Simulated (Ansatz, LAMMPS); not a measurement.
# Relaxing amorphous 76HfO2-24La2O3 (mol %) (87 atoms), part 2 of 2

Wanted: the relaxed structure of amorphous 76HfO2-24La2O3 (mol %) (87 atoms) and its electronic structure.

Ansatz 0.2.0; Kohn-Sham DFT, PBE, PAW (set soft_2), plane waves.

The cell: 19 Hf, 12 La and 56 O. The quench rate of 50 K/ps far exceeds what a furnace or splat quench reaches. The starting topology of bonds comes from the classical model. Only the Γ point is sampled in the main run, in a cell whose shortest periodic width is 11 Å. Spin–orbit coupling is left out.

So far. Step 4 (Cell and atoms relaxed): The relaxation changed the energy by -44.1 meV/atom, and atoms moved by 0.37 Å r.m.s., 1.3 Å at most.

### Step 6. Single point at the relaxed geometry

The electronic structure is read at the final geometry, in a run of its own.

File input.yaml:

```yaml
crystal:
  lattice:
    - [11.02517, 0.36184, -0.14085]
    - [0.36184, 10.57956, 0.05627]
    - [-0.14085, 0.05627, 11.03007]
  atoms:
    - { symbol: Hf, position: [0.78588, 0.19789, 0.34887] }
    - { symbol: Hf, position: [0.48494, 0.99613, 0.55284] }
    - { symbol: Hf, position: [0.59149, 0.45899, 0.57092] }
    - { symbol: Hf, position: [0.09178, 0.3142, 0.33444] }
    - { symbol: Hf, position: [0.57469, 0.3488, 0.11274] }
    - { symbol: Hf, position: [0.88058, 0.50229, 0.5712] }
    - { symbol: Hf, position: [0.27854, 0.14693, 0.06357] }
    - { symbol: Hf, position: [0.80556, 0.866, 0.15935] }
[... 75 atom lines left out ...]
    - { symbol: O, position: [0.99825, 0.51419, 0.72714] }
    - { symbol: O, position: [0.43168, 0.35147, 0.52577] }
    - { symbol: O, position: [0.12951, 0.1616, 0.21621] }
    - { symbol: O, position: [0.03315, 0.03352, 0.68391] }
kpoints:
  mp_grid: { grid: [1, 1, 1] }
hamiltonian:
  xc: pbe
scf:
  occupations: { method: fermi_dirac, width: 0.025 }
output:
  forces: true
  stress: true
  populations: true
  dos:
    method: { smearing: { sigma: 0.08 } }
    de: 0.05
    projected: { site_lists: { Hf: [Hf], La: [La], O: [O] } }
  eigenvalues: true
  write_density: true
  write_potential: true
  volumetric_format: npy
```

Launch:

```console
$ ansatz run input.yaml --threads 4 --pin off --max-ram 8192MiB --backend cpu --events-out ev --progress --plain --runs-dir out
```

Run time: 55 s. Hardware: 4 threads of Arm Neoverse V1, shared host; peak memory 2.2 GiB; 3.6 min of CPU time.

Read from the output:

| Quantity | Value |
| --- | --- |
| free energy | -405638.3188 eV |
| free energy per atom | -4662.5094 eV/atom |
| SCF cycles | 11 |
| pressure | -0.02954 GPa |
| r.m.s. force component | 0.00611 eV/Å |
| longest force | 0.02627 eV/Å |
| Fermi energy | 12.3 eV |
| gap (highest filled to lowest empty level) | 4.044 eV |
| spilling of the projection | 0.002545 |

Löwdin charges by element and coordination (they lack the spilled electrons, 0.028 e an atom on average):

| element | coordination | atoms | mean charge (e) | spread | least | most |
| --- | --- | --- | --- | --- | --- | --- |
| Hf | all | 19 | 1.40 | 0.0247 | 1.35 | 1.44 |
| Hf | 5 | 2 | 1.44 | 0.0024 | 1.44 | 1.44 |
| Hf | 6 | 14 | 1.40 | 0.0206 | 1.37 | 1.43 |
| Hf | 7 | 3 | 1.39 | 0.0291 | 1.35 | 1.42 |
| La | all | 12 | 0.995 | 0.0625 | 0.859 | 1.12 |
| La | 6 | 3 | 0.952 | 0.0654 | 0.859 | 0.998 |
| La | 7 | 6 | 0.998 | 0.0565 | 0.953 | 1.12 |
| La | 8 | 2 | 1.00 | 0.0069 | 0.998 | 1.01 |
| La | 9 | 1 | 1.09 | 0 | 1.09 | 1.09 |
| O | all | 56 | -0.646 | 0.0386 | -0.716 | -0.527 |
| O | 3 | 24 | -0.637 | 0.0378 | -0.702 | -0.558 |
| O | 4 | 32 | -0.652 | 0.0378 | -0.716 | -0.527 |

Density of states as counts of states in windows of 1 eV (from the Fermi level), total and the larger projections:

| from (eV) | to (eV) | total | O p | La f | Hf d | La p | O s | Hf f |
| --- | --- | --- | --- | --- | --- | --- | --- | --- |
| -18 | -17 | 34.1 | 0.1 | 0.1 | 2.1 | 1.6 | 27.2 | 0.2 |
| -17 | -16 | 0.1 | 0.0 | 0.0 | 0.0 | 0.1 | 0.0 | 0.0 |
| -16 | -15 | 45.3 | 1.7 | 0.0 | 0.4 | 38.4 | 4.2 | 0.1 |
| -15 | -14 | 24.6 | 0.9 | 0.0 | 0.3 | 17.9 | 4.9 | 0.2 |
| -14 | -13 | 2.0 | 0.1 | 0.0 | 0.0 | 1.3 | 0.5 | 0.0 |
| -13 | -12 | 135.9 | 0.4 | 0.0 | 0.0 | 0.0 | 0.2 | 135.2 |
| -12 | -11 | 130.1 | 0.4 | 0.0 | 0.0 | 0.1 | 0.3 | 129.2 |
| -11 | -7 | 0.0 | 0.0 | 0.0 | 0.0 | 0.0 | 0.0 | 0.0 |
| -7 | -6 | 14.0 | 9.7 | 0.0 | 2.7 | 0.1 | 0.2 | 0.0 |
| -6 | -5 | 61.3 | 43.1 | 0.2 | 12.0 | 0.3 | 0.5 | 0.1 |
| -5 | -4 | 80.3 | 60.5 | 0.5 | 10.4 | 0.7 | 0.6 | 0.2 |
| -4 | -3 | 88.4 | 73.7 | 1.1 | 5.4 | 0.9 | 0.6 | 0.3 |
| -3 | -2 | 90.8 | 81.6 | 1.4 | 2.3 | 1.1 | 0.3 | 0.3 |
| -2 | -1 | 1.2 | 1.1 | 0.0 | 0.0 | 0.0 | 0.0 | 0.0 |
| -1 | 1 | 0.0 | 0.0 | 0.0 | 0.0 | 0.0 | 0.0 | 0.0 |
| 1 | 2 | 0.7 | 0.0 | 0.2 | 0.2 | 0.0 | 0.1 | 0.0 |
| 2 | 3 | 113.2 | 3.7 | 81.4 | 15.2 | 0.1 | 0.6 | 0.0 |

Between -26 and -18 eV lie 78 more states.

About 176 of the 962 electrons lie in deeper levels, below the stored range.

The levels nearest the highest filled one (over half full), pooled over k-points and spins:

| level less the highest filled one (eV) | occupation |
| --- | --- |
| -0.142 | 2 |
| -0.137 | 2 |
| -0.107 | 2 |
| -0.0822 | 2 |
| -0.0391 | 2 |
| 0 | 2 |
| 4.04 | 0 |
| 4.12 | 0 |
| 4.24 | 0 |
| 4.27 | 0 |
| 4.30 | 0 |
| 4.35 | 0 |

Electrostatic potential energy in the ac plane at fractional y = 0.494, with atoms of Hf and La and O within 0.2 Å of it. With pseudopotentials it is smooth inside the atoms' cores, unlike the true potential.

Ten even steps from '_' (-31 eV) to '@' (17 eV), each cell a mean:
```
@@%%####%%@@@@@@@@@@@@@@@@**..__==%%@@@@@@%%==--**@@@@@@%%%%@@
%%####**##%%@@@@@@@@@@@@@@%%####@@@@@@@@@@**____::%%@@@@@@@@@@
%%**====++##@@@@@@@@@@%%%%%%@@@@@@@@@@@@@@%%--::++@@@@@@@@@@@@
%%**++==**%%##--::==%%%%##%%%%@@@@@@@@@@@@@@@@@@@@@@@@@@@@@@@@
%%%%######%%**____::%%%%%%%%@@@@@@@@@@@@@@@@@@@@@@@@@@@@@@@@@@
::++%%%%@@@@%%++--**@@@@@@@@@@@@@@@@@@@@@@@@@@@@@@@@@@@@@@%%--
__--%%@@@@@@@@@@@@@@@@@@@@@@%%@@@@@@@@@@@@@@@@@@@@@@@@@@@@**__
==##@@@@@@@@@@@@@@@@@@@@@@%%**##%%%%##%%%%%%%%%%@@%%########++
@@@@@@@@@@@@@@@@@@@@@@@@@@@@%%%%##==--==**%%%%%%%%**--::--++##
%%@@@@@@@@@@@@@@@@@@@@@@@@@@@@##==______--##%%%%##--__..__::**
%%@@@@@@@@@@@@@@@@@@@@@@@@@@@@##--______--##%%%%##::__..__::**
@@@@@@@@@@@@@@@@@@@@@@@@@@@@@@%%**--::--**%%%%####++::..::++%%
@@@@@@@@@@@@@@@@@@@@@@@@@@@@@@@@%%######%%**....==%%######%%@@
@@@@@@@@@@@@@@@@@@@@@@@@@@@@@@@@@@@@%%%%@@++____::%%@@@@@@@@@@
@@@@@@@@@@@@@@@@@@@@@@@@@@@@@@@@@@@@%%%%%%%%++==##@@@@@@@@@@@@
@@@@%%%%@@@@@@@@@@@@@@@@@@@@@@@@@@%%%%####%%@@@@@@@@@@@@@@@@@@
%%==..--%%@@@@@@@@@@@@@@@@@@##++##%%%%####%%%%@@@@@@@@@@@@@@@@
##..__..**@@@@%%%%##%%%%@@%%==::++%%%%%%%%%%@@@@@@@@@@@@@@@@@@
%%++--++%%@@##++--::==**%%@@##**%%@@@@%%##++**%%@@@@%%######%%
%%@@@@@@@@%%++..__..__--##%%@@@@@@@@@@%%::____++@@%%**==::--++
**%%@@@@@@##==__::==__::**%%@@@@@@@@@@%%--__..**%%##--______::
**%%@@@@@@%%++..______==##@@@@@@@@%%%%%%%%##%%@@%%##::______..
##@@@@@@@@@@%%**====++##%%%%**++##%%%%%%%%@@@@@@@@##++::....==
%%%%%%%%@@@@@@%%%%%%%%@@@@++____::%%%%%%%%@@@@@@@@@@%%******%%
```
Columns run along a (11.0 Å; values clipped at the 3rd and 97th percentile), rows up along c (11.0 Å). Atoms in or near the plane, at fractional coordinates: Hf at (0.88, 0.57), La at (0.29, 0.14), O at (0.07, 0.27), O at (0.26, 0.81), O at (0.74, 0.93), O at (0.69, 0.16), O at (0.48, 0.00), O at (0.74, 0.44).

Valence density in the ac plane at fractional y = 0.494, with atoms of Hf and La and O within 0.2 Å of it. It is the smooth field of the valence electrons, not physical close to the nuclei.

Ten steps, logarithmic in the rise over the least value, from '0' (0 e/Å³) to '9' (25 e/Å³), each cell a mean:
```
1233210000001466521013454200000
1233210000001233210014665210000
0233211222100111000013554200000
1233213554211000000001221000000
2221114665310000000000000000012
5421012454210010000000000000135
6521001111001222100001211000146
4310000000001333211112322111234
2100000000001233245422322246532
0000000000000112478742112589862
0000000000000001478852112589962
0000000000000001256532232367631
0000000000000001111123565211110
0000000000000000100124665210000
0000000000000000000013443100000
1222100000000011111111111000000
2565310000000234321111000000000
3676310011001245421111100000001
2454211233321234311134421001111
1111112444431111111257642123332
2000013444431000001256642134443
2100012344431111111123321234443
1111101233211244321111100123433
1233100000001466531001111112221
```
Columns run along a (11.0 Å), rows up along c (11.0 Å). Atoms in or near the plane, at fractional coordinates: Hf at (0.88, 0.57), La at (0.29, 0.14), O at (0.07, 0.27), O at (0.26, 0.81), O at (0.74, 0.93), O at (0.69, 0.16), O at (0.48, 0.00), O at (0.74, 0.44).

Mean Löwdin charges: Hf +1.40, La +0.99, O -0.65 e. The largest share in the top eV of filled states is O p (91 % of the projected weight), and in the lowest eV of empty states La f (73 % of the projected weight).

Local excerpt of 10 atoms (numbers count through the whole input) about Hf12, which has 5 bonded neighbours where the commonest count for Hf is 6; x, y, z are measured from there.

| atom | x | y | z | distance (Å) | bonds | Löwdin charge (e) |
| --- | --- | --- | --- | --- | --- | --- |
| Hf12 | 0.00 | 0.00 | 0.00 | 0.00 | 5 | 1.44 |
| O71 | -1.42 | 0.72 | -1.14 | 1.96 | 3 | -0.65 |
| O49 | 0.31 | 1.53 | 1.24 | 1.99 | 3 | -0.56 |
| O46 | 0.51 | -1.89 | -0.74 | 2.09 | 3 | -0.70 |
| O59 | 1.87 | 0.61 | -0.73 | 2.10 | 4 | -0.62 |
| O83 | -1.41 | -0.49 | 1.50 | 2.11 | 3 | -0.66 |
| O63 | -2.36 | -2.07 | -0.62 | 3.20 | 3 | -0.69 |
| O47 | 0.67 | -2.42 | 2.11 | 3.28 | 3 | -0.66 |
| La20 | 2.56 | 2.14 | 0.96 | 3.47 | 6 | 0.86 |
| Hf16 | -0.62 | -1.22 | 3.19 | 3.47 | 6 | 1.37 |

The column of bonds counts only the pairs O-Hf within 2.82 Å, O-La within 3.19 Å; other neighbours, such as metal atoms beside each other in a compound, aren't counted, and periodic images can show an atom twice.

### Step 7. K-mesh 2×2×2

A denser mesh tests the sampling of the Brillouin zone.

input.yaml, as its differences from that of step 6:

```diff
@@ -8,3 +8,3 @@
 kpoints:
-  mp_grid: { grid: [1, 1, 1] }
+  mp_grid: { grid: [2, 2, 2] }
 hamiltonian:
@@ -22,4 +22 @@
   eigenvalues: true
-  write_density: true
-  write_potential: true
-  volumetric_format: npy
```

Run time: 8.7 min. Hardware: 4 threads; peak memory 5.6 GiB.

The program notes that it cut back its work space to fit the memory limit.

Geometry and reference: those of the single point at the relaxed geometry.

Forces differ from those of the single point at the relaxed geometry by 9.5 meV/Å r.m.s.; the energy by -1.4 meV/atom and the gap by -0.023 eV. It took 8.7 min and 11 cycles; the reference's time can't be set against it, since the two runs asked for unlike analyses.

### Step 8. Functional HSE06

HSE06 mixes in a quarter of exact exchange at short range, which counters self-interaction, at a higher cost.

This step: Kohn-Sham DFT, HSE06, PAW (set soft_2), plane waves (Ansatz 0.2.0).

input.yaml, as its differences from that of step 7:

```diff
@@ -8,5 +8,5 @@
 kpoints:
-  mp_grid: { grid: [2, 2, 2] }
+  mp_grid: { grid: [1, 1, 1] }
 hamiltonian:
-  xc: pbe
+  xc: hse06
 scf:
```

Wall time 17 min (4 threads); peak memory 5.7 GiB.

The program notes that the exchange threshold is loose for the stress and the SCF threshold is loose for the stress.

Geometry and reference: those of the single point at the relaxed geometry.

Forces differ from those of the single point at the relaxed geometry by 100 meV/Å r.m.s.; the pressure by -3.6 GPa and the gap by +1.6 eV. It took 17 min and 25 cycles; the reference's time can't be set against it, since the two runs asked for unlike analyses.

Read from the output:

- free energy: -405691.4439 eV
- free energy per atom: -4663.1200 eV/atom
- SCF cycles: 25
- pressure: -3.644 GPa
- r.m.s. force component: 0.1012 eV/Å
- longest force: 0.3343 eV/Å
- Fermi energy: 12.07 eV
- gap (highest filled to lowest empty level): 5.605 eV
- spilling of the projection: 0.002953

Length of the force by element and coordination:

| element | coordination | atoms | mean length of the force (eV/Å) | spread | least | most |
| --- | --- | --- | --- | --- | --- | --- |
| Hf | all | 19 | 0.132 | 0.0405 | 0.0404 | 0.198 |
| Hf | 5 | 2 | 0.170 | 0.0281 | 0.142 | 0.198 |
| Hf | 6 | 14 | 0.125 | 0.0421 | 0.0404 | 0.183 |
| Hf | 7 | 3 | 0.135 | 0.0202 | 0.120 | 0.164 |
| La | all | 12 | 0.0936 | 0.0301 | 0.0455 | 0.141 |
| La | 6 | 3 | 0.0972 | 0.0162 | 0.0749 | 0.113 |
| La | 7 | 6 | 0.0802 | 0.0343 | 0.0455 | 0.141 |
| La | 8 | 2 | 0.120 | 0.0102 | 0.110 | 0.131 |
| La | 9 | 1 | 0.111 | 0 | 0.111 | 0.111 |
| O | all | 56 | 0.184 | 0.0732 | 0.0205 | 0.334 |
| O | 3 | 24 | 0.201 | 0.0734 | 0.0229 | 0.334 |
| O | 4 | 32 | 0.171 | 0.0704 | 0.0205 | 0.288 |

Löwdin charges by element and coordination (they lack the spilled electrons, 0.033 e an atom on average):

| element | coordination | atoms | mean charge (e) | spread | least | most |
| --- | --- | --- | --- | --- | --- | --- |
| Hf | all | 19 | 1.54 | 0.0267 | 1.49 | 1.58 |
| Hf | 5 | 2 | 1.58 | 0.0016 | 1.58 | 1.58 |
| Hf | 6 | 14 | 1.54 | 0.0218 | 1.50 | 1.57 |
| Hf | 7 | 3 | 1.53 | 0.0322 | 1.49 | 1.56 |
| La | all | 12 | 1.14 | 0.0649 | 0.999 | 1.27 |
| La | 6 | 3 | 1.10 | 0.068 | 0.999 | 1.14 |
| La | 7 | 6 | 1.14 | 0.0582 | 1.10 | 1.27 |
| La | 8 | 2 | 1.15 | 0.0074 | 1.14 | 1.16 |
| La | 9 | 1 | 1.24 | 0 | 1.24 | 1.24 |
| O | all | 56 | -0.718 | 0.035 | -0.781 | -0.614 |
| O | 3 | 24 | -0.709 | 0.0341 | -0.767 | -0.636 |
| O | 4 | 32 | -0.725 | 0.034 | -0.781 | -0.614 |

States in the cell by windows of 1 eV, zero at the Fermi level; the larger projections on atomic orbitals stand beside the total:

| from (eV) | to (eV) | total | O p | Hf d | La f | La d |
| --- | --- | --- | --- | --- | --- | --- |
| -10 | -8 | 0.0 | 0.0 | 0.0 | 0.0 | 0.0 |
| -8 | -7 | 20.2 | 14.4 | 3.6 | 0.0 | 0.4 |
| -7 | -6 | 57.6 | 41.6 | 10.6 | 0.2 | 2.2 |
| -6 | -5 | 75.3 | 57.8 | 9.0 | 0.4 | 4.3 |
| -5 | -4 | 79.9 | 67.0 | 4.7 | 0.7 | 3.7 |
| -4 | -3 | 91.1 | 82.0 | 2.3 | 1.0 | 2.3 |
| -3 | -2 | 11.9 | 11.0 | 0.2 | 0.2 | 0.2 |
| -2 | 2 | 0.0 | 0.0 | 0.0 | 0.0 | 0.0 |
| 2 | 3 | 4.2 | 0.3 | 1.6 | 0.2 | 0.9 |
| 3 | 4 | 41.7 | 3.5 | 18.6 | 3.5 | 12.5 |
| 4 | 5 | 93.2 | 6.5 | 31.0 | 32.7 | 16.1 |

Between -26 and -10 eV lie 450 more states.

About 176 of the 962 electrons lie in deeper levels, below the stored range.

The levels nearest the highest filled one (over half full), pooled over k-points and spins:

| level less the highest filled one (eV) | occupation |
| --- | --- |
| -0.165 | 2 |
| -0.146 | 2 |
| -0.130 | 2 |
| -0.0785 | 2 |
| -0.0621 | 2 |
| 0 | 2 |
| 5.60 | 0 |
| 5.72 | 0 |
| 5.88 | 0 |
| 5.96 | 0 |
| 6.01 | 0 |
| 6.09 | 0 |

### Step 9. Functional r2SCAN (500 eV)

The meta-GGA r2SCAN uses the kinetic energy density as well as the density and its gradient. Besides, the cutoff goes from 420 to 500 eV.

This step: Kohn-Sham DFT, r2SCAN, PAW (set soft_2), plane waves (Ansatz 0.2.0).

input.yaml, as its differences from that of step 8:

```diff
@@ -10,3 +10,3 @@
 hamiltonian:
-  xc: hse06
+  xc: r2scan
 scf:
```

The job ended after 90 s (4 threads; peak memory 4 GiB; 5.8 min of CPU time).

Geometry and reference: those of the single point at the relaxed geometry.

Forces differ from those of the single point at the relaxed geometry by 95 meV/Å r.m.s.; the pressure by -3.3 GPa and the gap by +0.47 eV. It took 90 s and 11 cycles; the reference's time can't be set against it, since the two runs asked for unlike analyses.

### Step 10. Functional PBEsol

PBEsol restores the gradient expansion of exchange for slowly varying densities and usually gives shorter bonds in solids than PBE.

This step: Kohn-Sham DFT, PBEsol, PAW (set soft_2), plane waves (Ansatz 0.2.0).

input.yaml, as its differences from that of step 9:

```diff
@@ -10,3 +10,3 @@
 hamiltonian:
-  xc: r2scan
+  xc: pbesol
 scf:
```

Wall time 43 s (4 threads); peak memory 2.2 GiB.

Geometry and reference: those of the single point at the relaxed geometry.

Forces differ from those of the single point at the relaxed geometry by 69 meV/Å r.m.s.; the pressure by -5.3 GPa and the gap by -0.097 eV.

### Step 11. All settings compared

Each row is set against the single point at the relaxed geometry (Kohn-Sham DFT, PBE, PAW (set soft_2), plane waves; r.m.s. force component 0.00611 eV/Å). Energies are set beside the reference only for runs with its functional, potentials and electron count. Times are for 4 threads of Arm Neoverse V1, shared host. The reference's time includes grids, which some other runs skip.

| run | Δ force, r.m.s. (meV/Å) | Δ energy (meV/atom) | Δ pressure (GPa) | Δ gap (eV) | cycles | time | host memory (GiB) |
| --- | --- | --- | --- | --- | --- | --- | --- |
| reference | - | - | - | - | 11 | 55 s | 2.2 |
| k-mesh 2×2×2 | 9.54 | -1.40 | -0.0111 | -0.0232 | 11 | 8.7 min | 5.6 |
| functional HSE06 | 100 | - | -3.61 | 1.56 | 25 | 17 min | 5.7 |
| functional r2SCAN (500 eV) | 94.7 | - | -3.32 | 0.475 | 11 | 90 s | 4.0 |
| functional PBEsol | 69.3 | - | -5.30 | -0.0965 | 11 | 43 s | 2.2 |

### Step 12. Results

```json
{
  "energy change in the relaxation": "-44.07 meV/atom",
  "r.m.s. displacement": "0.372 Å",
  "largest displacement": "1.314 Å",
  "free energy per atom": "-4662.5094 eV/atom",
  "pressure": "-0.02954 GPa",
  "r.m.s. force component": "0.00611 eV/Å",
  "gap (highest filled to lowest empty level)": "4.044 eV",
  "wall time of the 7 DFT runs": "39 min"
}
```

**Reading.** Relaxation lowers the energy by 44.1 meV/atom and moves atoms by 0.37 Å r.m.s.; the r.m.s. force component goes from 0.35 to 0.0061 eV/Å. Displacements are taken in the final cell, so they leave out its strain. By the final cutoffs 3 of 186 bonded pairs parted and 17 joined. The cell shrank by 4.9 % in volume. From the first step to the last the energy fell by 3.834 eV, across changes of basis, and the largest move was 1.31 Å (La22). The O-La bonds change most in mean length: from 2.549 Å (spread 0.222) to 2.570 Å (spread 0.230), and their number from 75 to 85. With the cutoffs above, 74 % of Hf atoms have 6, 50 % of La atoms have 7 and 57 % of O atoms have 4 bonded neighbours. Between filled and empty levels lie 4.04 eV (at Γ alone); a semilocal functional tends to put such gaps too low. In a disordered cell it changes from sample to sample, and tail or defect levels can set it.

Among the changes of functional, dispersion, potentials or spin, functional HSE06 moves the forces most, by 100 meV/Å r.m.s. The gap changes by +1.56 eV with HSE06.

**Limits.** The network of bonds at the start is that of the classical potential that made the cell; in DFT 3 of its 186 bonded pairs passed out of the cutoffs and 17 came within them.

[Logs are printed without paths, hosts, clocks, repeated set-up lines and the standing remarks that a program may print on its own settings, such as how far it seeks lower states.]

[Hosts, paths, dates, database ids (printed as entryN), source tags and the programs' standing remarks are cut or masked in the printed files.]
